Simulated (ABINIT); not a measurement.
# A GW run on Al2O3 (Corundum) in ABINIT, with inputs changed

What do changed inputs do to GW on Al2O3 (Corundum)?

Program: ABINIT 10.8.3. Level of theory: PBE and many-body steps on it, plane waves. Results are calculated unless marked as measured.

## 1. Set-up

Symmetry: R-3c, No. 167, trigonal system. The conventional cell has a = 4.760 Å, b = 4.760 Å, c = 12.996 Å, α = 90.00°, β = 90.00°, γ = 120.00°. Nearest to Al lie 6 O at 1.85 to 1.97 Å. Nearest to O lie 4 Al at 1.85 to 1.97 Å. Farther neighbours and most contacts between anions are not listed.

Coordinates:

```cif
data_structure
_symmetry_space_group_name_H-M 'R-3c:H'
_symmetry_Int_Tables_number 167
_cell_length_a 4.7605
_cell_length_b 4.7605
_cell_length_c 12.9956
_cell_angle_alpha 90.000
_cell_angle_beta 90.000
_cell_angle_gamma 120.000
_cell_volume 255.05
loop_
_atom_site_label
_atom_site_type_symbol
_atom_site_symmetry_multiplicity
_atom_site_Wyckoff_symbol
_atom_site_fract_x
_atom_site_fract_y
_atom_site_fract_z
_atom_site_occupancy
Al1 Al 12 c 0.66667 0.33333 0.18549 1
O1 O 18 e 0.64001 0.66667 0.41667 1
```

The cell and positions come from the Crystallography Open Database and are kept as given unless a step says otherwise.

## 2. Screening, 4×4×4 mesh, 113 bands, screening to 122.5 eV

This step: ABINIT 10.8.3; RPA screening on PBE, plane waves, norm-conserving pseudopotentials.

The RPA dielectric matrix is built and inverted for each q.

Contents of run.abi:

```
acell 3*1.0 Angstrom
rprim 
  2.380249999995 1.374237978213 4.331866666707
  -2.380249999995 1.374237978213 4.331866666707
  -0.000000000000 -2.748475956495 4.331866666685
ntypat 2
znucl 13 8
natom 10
typat 1 1 1 1 2 2 2 2 2 2
xred 
  0.352160000000 0.352160000000 0.352160000000
  0.147840000000 0.147840000000 0.147840000000
  0.647840000000 0.647840000000 0.647840000000
  0.852160000000 0.852160000000 0.852160000000
  0.556680000000 0.943320000000 0.250000000000
  0.250000000000 0.556680000000 0.943320000000
  0.943320000000 0.250000000000 0.556680000000
  0.443320000000 0.056680000000 0.750000000000
  0.750000000000 0.443320000000 0.056680000000
  0.056680000000 0.750000000000 0.443320000000
pp_dirpath "pseudos"
pseudos "Al.upf, O.upf"
ecut 36
ngkpt 4 4 4
nshiftk 1
shiftk 0 0 0
kptopt 1
chksymbreak 0
istwfk *1
occopt 1
irdwfk 1
optdriver 3
nband 113
ecuteps 4.5
inclvkb 2
awtr 1
symchi 1
indata_prefix "in"
outdata_prefix "out"
tmpdata_prefix "tmp"
```

The run is started by

```bash
$ OMP_NUM_THREADS=1 mpirun -n 4 abinit run.abi > log
```

The log of the run:

```text
.Version 10.8.3 of ABINIT. v10.8.2 released Aug 2026.

 Symmetries : space group R-3 c (#167); Bravais hR (rhombohedral)
[... echo of the input left out ...]
== DATASET  1 ==================================================================
-   mpi_nproc: 4, omp_nthreads: 1 (-1 if OMP is not activated)

--- !DatasetInfo
iteration_state: {dtset: 1, }
dimensions: {natom: 10, nkpt: 13, mband: 113, nsppol: 1, nspinor: 1, nspden: 1, mpw: 5940, }
cutoff_energies: {ecut:  36.0, pawecutdg:  -1.0, }
electrons: {nelect:   4.80000000E+01, charge:   0.00000000E+00, occopt:   1.00000000E+00, tsmear:   1.00000000E-02, }

 SCREENING: Calculation of the susceptibility and dielectric matrices

 Based on a program developped by R.W. Godby, V. Olevano, G. Onida, and L. Reining.
 Incorporated in ABINIT by V. Olevano, G.-M. Rignanese, and M. Torrent.
.Using double precision arithmetic ; gwpc =  8

[... cell and pseudopotentials left out ...]
--------------------------------------------------------------------------------

 ==== K-mesh for the wavefunctions ====
 Number of points in the irreducible wedge :    13
[... list of points left out ...]
 Together with 12 symmetry operations and time-reversal symmetry
 yields    64 points in the full Brillouin Zone.

 ==== Q-mesh for the screening function ====
 Number of points in the irreducible wedge :    13
[... list of points left out ...]
 Together with 12 symmetry operations and time-reversal symmetry
 yields    64 points in the full Brillouin Zone.

 setmesh: FFT mesh size selected  =    36x   36x   36
          total number of points  =        46656

 vcoul_init : cutoff-mode = AUXILIARY_FUNCTION
 q-points for optical limit:   1
     1)      0.000010    0.000020    0.000030

- screening: taking advantage of time-reversal symmetry
- Maximum band index for partially occupied states nbvw = 24
- Remaining bands to be divided among processors   nbcw = 89
- Number of bands treated by each node ~22

 Number of electrons calculated from density =   48.0000; Expected =   48.0000
 average of density, n =  0.083663
 r_s =    1.4184
 omega_plasma =   27.9012 [eV]

 calculating chi0 at frequencies [eV] :
  1    0.000000E+00    0.000000E+00
  2    0.000000E+00    2.790117E+01

--------------------------------------------------------------------------------
  q-point number  1        q = ( 0.000000, 0.000000, 0.000000) [r.l.u.]
--------------------------------------------------------------------------------
[... chi0 elements left out ...]
 For q-point:  0.000010 0.000020 0.000030
  dielectric constant =   3.0346
  dielectric constant without local fields =   3.2418

  Average fulfillment of the sum rule on Im[epsilon] for q-point    1 :     52.57  [%]
[... wings left out ...]
  q-point number  2        q = ( 0.250000, 0.000000, 0.000000) [r.l.u.]
--------------------------------------------------------------------------------
[... chi0 elements left out ...]
  Average fulfillment of the sum rule on Im[epsilon] for q-point    2 :     64.61  [%]

 [... 11 further q-points ...]
```

Wall time 4.4 min (4 MPI ranks of Intel Xeon Platinum 8488C (Sapphire Rapids), shared host); peak memory 2.5 GiB; 17 min of CPU time.

Numbers from this step:

```yaml
eps_infinity_with_local_fields_on_this_mesh_along_the_program_s_q_direction: 3.035
the_same_without_local_fields: 3.242
plasma_frequency: 27.90 eV
plane_waves_in_the_screening_matrix: 277
```

Local fields lower ε∞ by 6 %.

## 3. Base

The self-energy is evaluated for the states that the input lists, and the levels follow from it, in one-shot runs by the linearised quasiparticle equation.

This step: G0W0 on PBE, plane waves, norm-conserving pseudopotentials.

run.abi, as its differences from that of step 2:

```diff
@@ -31,8 +31,15 @@
 irdwfk 1
-optdriver 3
+optdriver 4
 nband 113
+gwcalctyp 0
+ecutsigx 36
+symsigma 1
+nkptgw 1
+kptgw 
+  0.0000000000 0.0000000000 0.0000000000
+bdgw 
+  22 26
 ecuteps 4.5
-inclvkb 2
-awtr 1
-symchi 1
+irdscr 1
+ppmodel 1
 indata_prefix "in"
```

The log of the run:

```text
.Version 10.8.3 of ABINIT. v10.8.2 released Aug 2026.

 Symmetries : space group R-3 c (#167); Bravais hR (rhombohedral)
[... echo of the input left out ...]
== DATASET  1 ==================================================================
-   mpi_nproc: 4, omp_nthreads: 1 (-1 if OMP is not activated)

--- !DatasetInfo
iteration_state: {dtset: 1, }
dimensions: {natom: 10, nkpt: 13, mband: 113, nsppol: 1, nspinor: 1, nspden: 1, mpw: 5940, }
cutoff_energies: {ecut:  36.0, pawecutdg:  -1.0, }
electrons: {nelect:   4.80000000E+01, charge:   0.00000000E+00, occopt:   1.00000000E+00, tsmear:   1.00000000E-02, }

 SIGMA: Calculation of the GW corrections

 Based on a program developped by R.W. Godby, V. Olevano, G. Onida, and L. Reining.
 Incorporated in ABINIT by V. Olevano, G.-M. Rignanese, and M. Torrent.
.Using double precision arithmetic ; gwpc =  8

[... cell and pseudopotentials left out ...]
--------------------------------------------------------------------------------

 ==== K-mesh for the wavefunctions ====
 Number of points in the irreducible wedge :    13
[... list of points left out ...]
 Together with 12 symmetry operations and time-reversal symmetry
 yields    64 points in the full Brillouin Zone.

 ==== Q-mesh for screening function ====
 Number of points in the irreducible wedge :    13
[... list of points left out ...]
 Together with 12 symmetry operations and time-reversal symmetry
 yields    64 points in the full Brillouin Zone.

 vcoul_init : cutoff-mode = AUXILIARY_FUNCTION
 q-points for optical limit:   1
     1)      0.000010    0.000020    0.000030
 setmesh: FFT mesh size selected  =    54x   54x   54
          total number of points  =       157464

 Number of electrons calculated from density =   48.0000; Expected =   48.0000
 average of density, n =  0.083663
 r_s =    1.4184
 omega_plasma =   27.9012 [eV]

 === KS Band Gaps ===
  >>>> For spin  1
   Minimum direct gap =   6.2663 [eV], located at k-point      :   0.0000  0.0000  0.0000
   Fundamental gap    =   6.2663 [eV], Top of valence bands at :   0.0000  0.0000  0.0000
                                       Bottom of conduction at :   0.0000  0.0000  0.0000
 SIGMA fundamental parameters:
 PLASMON POLE MODEL  1
 number of plane-waves for SigmaX                 5879
 number of plane-waves for SigmaC and W            277
 number of plane-waves for wavefunctions          5879
 number of bands                                   113
 number of independent spin polarizations            1
 number of spinorial components                      1
 number of k-points in IBZ                          13
 number of q-points in IBZ                          13
 number of symmetry operations                      12
 number of k-points in BZ                           64
 number of q-points in BZ                           64
 number of frequencies for dSigma/dE                 9
 frequency step for dSigma/dE [eV]                0.25
 number of omega for Sigma on real axis              0
 max omega for Sigma on real axis  [eV]           0.00
 zcut for avoiding poles [eV]                     0.10

 EPSILON^-1 parameters (SCR file):
 dimension of the eps^-1 matrix on file            277
 dimension of the eps^-1 matrix used               277
 number of plane-waves for wavefunctions          5879
 number of bands                                   113
 number of q-points in IBZ                          13
 number of frequencies                               2
 number of real frequencies                          1
 number of imag frequencies                          1

 matrix elements of self-energy operator (all in [eV])

 Perturbative Calculation

--- !SelfEnergy_ee
iteration_state: {dtset: 1, }
kpoint     : [   0.000,    0.000,    0.000, ]
spin       : 1
KS_gap     :    6.266
QP_gap     :    8.450
Delta_QP_KS:    2.183
data: !SigmaeeData |
     Band     E0 <VxcDFT>   SigX SigC(E0)      Z dSigC/dE  Sig(E)    E-E0       E
       22   5.137 -20.467 -25.963   4.468   0.819  -0.221 -21.308  -0.841   4.296
       23   5.137 -20.467 -25.963   4.468   0.819  -0.221 -21.308  -0.841   4.296
       24   5.182 -20.398 -25.833   4.419   0.819  -0.220 -21.230  -0.833   4.349
       25  11.448 -13.779  -8.892  -3.308   0.855  -0.169 -12.428   1.351  12.799
       26  14.369 -11.424  -6.101  -3.706   0.863  -0.159 -10.029   1.394  15.763

== END DATASET(S) ==============================================================
================================================================================

 -outvars: echo values of variables after computation  --------
           etotal      0.0000000000E+00
            nband         113
             nkpt          13
          spgroup         167
 [... the other variables as echoed above ...]

 Calculation completed.
```

The job ended after 12 s (4 MPI ranks; peak memory 1.5 GiB; 46 s of CPU time).

This step gave:

```yaml
g0w0_gap_on_the_points_computed: 8.45 eV
starting_gap_on_the_mesh: 6.266 eV
k_of_the_valence_top: 0, 0, 0
k_of_the_conduction_bottom: 0, 0, 0
z_at_the_valence_top: 0.819
z_at_the_conduction_bottom: 0.855
least_direct_g0w0_gap_on_the_computed_points: 8.45 eV
```

The gap on the mesh goes from 6.27 eV to 8.45 eV, a correction of +2.18 eV.

## 4. Coulomb singularity

run.abi, as its differences from that of step 3:

```diff
@@ -44,2 +44,3 @@
 ppmodel 1
+gw_icutcoul 3
 indata_prefix "in"
```

The log of the run:

```text
.Version 10.8.3 of ABINIT. v10.8.2 released Aug 2026.

 Symmetries : space group R-3 c (#167); Bravais hR (rhombohedral)
[... echo of the input left out ...]
== DATASET  1 ==================================================================
-   mpi_nproc: 4, omp_nthreads: 1 (-1 if OMP is not activated)

--- !DatasetInfo
iteration_state: {dtset: 1, }
dimensions: {natom: 10, nkpt: 13, mband: 113, nsppol: 1, nspinor: 1, nspden: 1, mpw: 5940, }
cutoff_energies: {ecut:  36.0, pawecutdg:  -1.0, }
electrons: {nelect:   4.80000000E+01, charge:   0.00000000E+00, occopt:   1.00000000E+00, tsmear:   1.00000000E-02, }

 SIGMA: Calculation of the GW corrections

 Based on a program developped by R.W. Godby, V. Olevano, G. Onida, and L. Reining.
 Incorporated in ABINIT by V. Olevano, G.-M. Rignanese, and M. Torrent.
.Using double precision arithmetic ; gwpc =  8

[... cell and pseudopotentials left out ...]
--------------------------------------------------------------------------------

 ==== K-mesh for the wavefunctions ====
 Number of points in the irreducible wedge :    13
[... list of points left out ...]
 Together with 12 symmetry operations and time-reversal symmetry
 yields    64 points in the full Brillouin Zone.

 ==== Q-mesh for screening function ====
 Number of points in the irreducible wedge :    13
[... list of points left out ...]
 Together with 12 symmetry operations and time-reversal symmetry
 yields    64 points in the full Brillouin Zone.

 vcoul_init : cutoff-mode = CRYSTAL
 q-points for optical limit:   1
     1)      0.000010    0.000020    0.000030
 setmesh: FFT mesh size selected  =    54x   54x   54
          total number of points  =       157464

 Number of electrons calculated from density =   48.0000; Expected =   48.0000
[...]
number of q-points in IBZ                          13
 number of symmetry operations                      12
 number of k-points in BZ                           64
 number of q-points in BZ                           64
 number of frequencies for dSigma/dE                 9
 frequency step for dSigma/dE [eV]                0.25
 number of omega for Sigma on real axis              0
 max omega for Sigma on real axis  [eV]           0.00
 zcut for avoiding poles [eV]                     0.10

 EPSILON^-1 parameters (SCR file):
 dimension of the eps^-1 matrix on file            277
 dimension of the eps^-1 matrix used               277
 number of plane-waves for wavefunctions          5879
 number of bands                                   113
 number of q-points in IBZ                          13
 number of frequencies                               2
 number of real frequencies                          1
 number of imag frequencies                          1

 matrix elements of self-energy operator (all in [eV])

 Perturbative Calculation

--- !SelfEnergy_ee
iteration_state: {dtset: 1, }
kpoint     : [   0.000,    0.000,    0.000, ]
spin       : 1
KS_gap     :    6.266
QP_gap     :    8.375
Delta_QP_KS:    2.109
data: !SigmaeeData |
     Band     E0 <VxcDFT>   SigX SigC(E0)      Z dSigC/dE  Sig(E)    E-E0       E
       22   5.137 -20.467 -25.645   4.362   0.822  -0.217 -21.137  -0.670   4.467
       23   5.137 -20.467 -25.645   4.362   0.822  -0.217 -21.137  -0.670   4.467
       24   5.182 -20.398 -25.515   4.312   0.822  -0.216 -21.059  -0.662   4.520
       25  11.448 -13.779  -8.892  -3.201   0.858  -0.165 -12.332   1.447  12.895
       26  14.369 -11.424  -6.101  -3.600   0.866  -0.155  -9.932   1.491  15.860

== END DATASET(S) ==============================================================
================================================================================

 -outvars: echo values of variables after computation  --------
           etotal      0.0000000000E+00
            nband         113
             nkpt          13
          spgroup         167
 [... the other variables as echoed above ...]

 Calculation completed.
```

The job ended after 12 s (4 MPI ranks; peak memory 1.6 GiB).

This step gave:

| Item | Value |
| --- | --- |
| G0W0 gap on the points computed | 8.375 eV |
| starting gap on the mesh | 6.266 eV |
| k of the valence top | 0, 0, 0 |
| k of the conduction bottom | 0, 0, 0 |
| Z at the valence top | 0.822 |
| Z at the conduction bottom | 0.858 |
| least direct G0W0 gap on the computed points | 8.375 eV |

Against G0W0 in ABINIT (4×4×4 mesh, 113 bands, screening to 122.5 eV, Godby-Needs plasmon pole), the gap moves by −0.075 eV.

## 5. The runs together

Times are wall times on 4 MPI ranks of Intel Xeon Platinum 8488C (Sapphire Rapids), shared host, good to a factor of about two. A run's time includes the screening step that it read.

| run | mesh | bands | screening cutoff (eV) | DFT gap (eV) | gap on the mesh (eV) | direct (eV) | ε∞ used | time |
| --- | --- | --- | --- | --- | --- | --- | --- | --- |
| base | 4×4×4 | 113 | 122.5 | 6.266 | 8.450 | 8.450 | 3.03 | 4.6 min |
| Coulomb singularity | 4×4×4 | 113 | 122.5 | 6.266 | 8.375 | 8.375 | 3.03 | 4.6 min |

## 6. What came out

- base: 8.450 eV
- Coulomb singularity: 8.375 eV
- known limits: not at the basis limit

In words: Coulomb singularity: −0.075 eV against base (keys changed: gw_icutcoul). Bands and cutoff are finite, so the gap is not at the basis limit. The miss can reach some tenths of an eV and take either sign; the mesh is an error of its own. In the first G0W0 run levels were corrected at 1 k point alone, so a gap called «on the mesh» is the least over those, and an edge elsewhere would be missed.

[Paths, hosts, dates, memory and timing lines, banners, echoed tables and standing remarks are left out of the program output.]

[Logs are printed without paths, hosts, clocks, repeated set-up lines and the standing remarks that a program may print on its own settings, such as how far it seeks lower states.]

[Runs of the session that timed out or met a known fault of the program may be left out.]

[No measured gap is set beside runs whose start may be inverted or whose files or cutoffs have a known fault.]

[Hosts, paths, dates, database ids (printed as entryN), source tags and the programs' standing remarks are cut or masked in the printed files.]

[G0W0 gaps are taken among the corrected bands and points alone; a level outside them can change the order at an edge.]

[Where Ansatz stands beside ABINIT at settings called matched, ABINIT's density can come from a denser mesh and the files from another edition; pairs whose starting gaps differed by over 0.03 eV were left out, so agreement reads better than it is.]
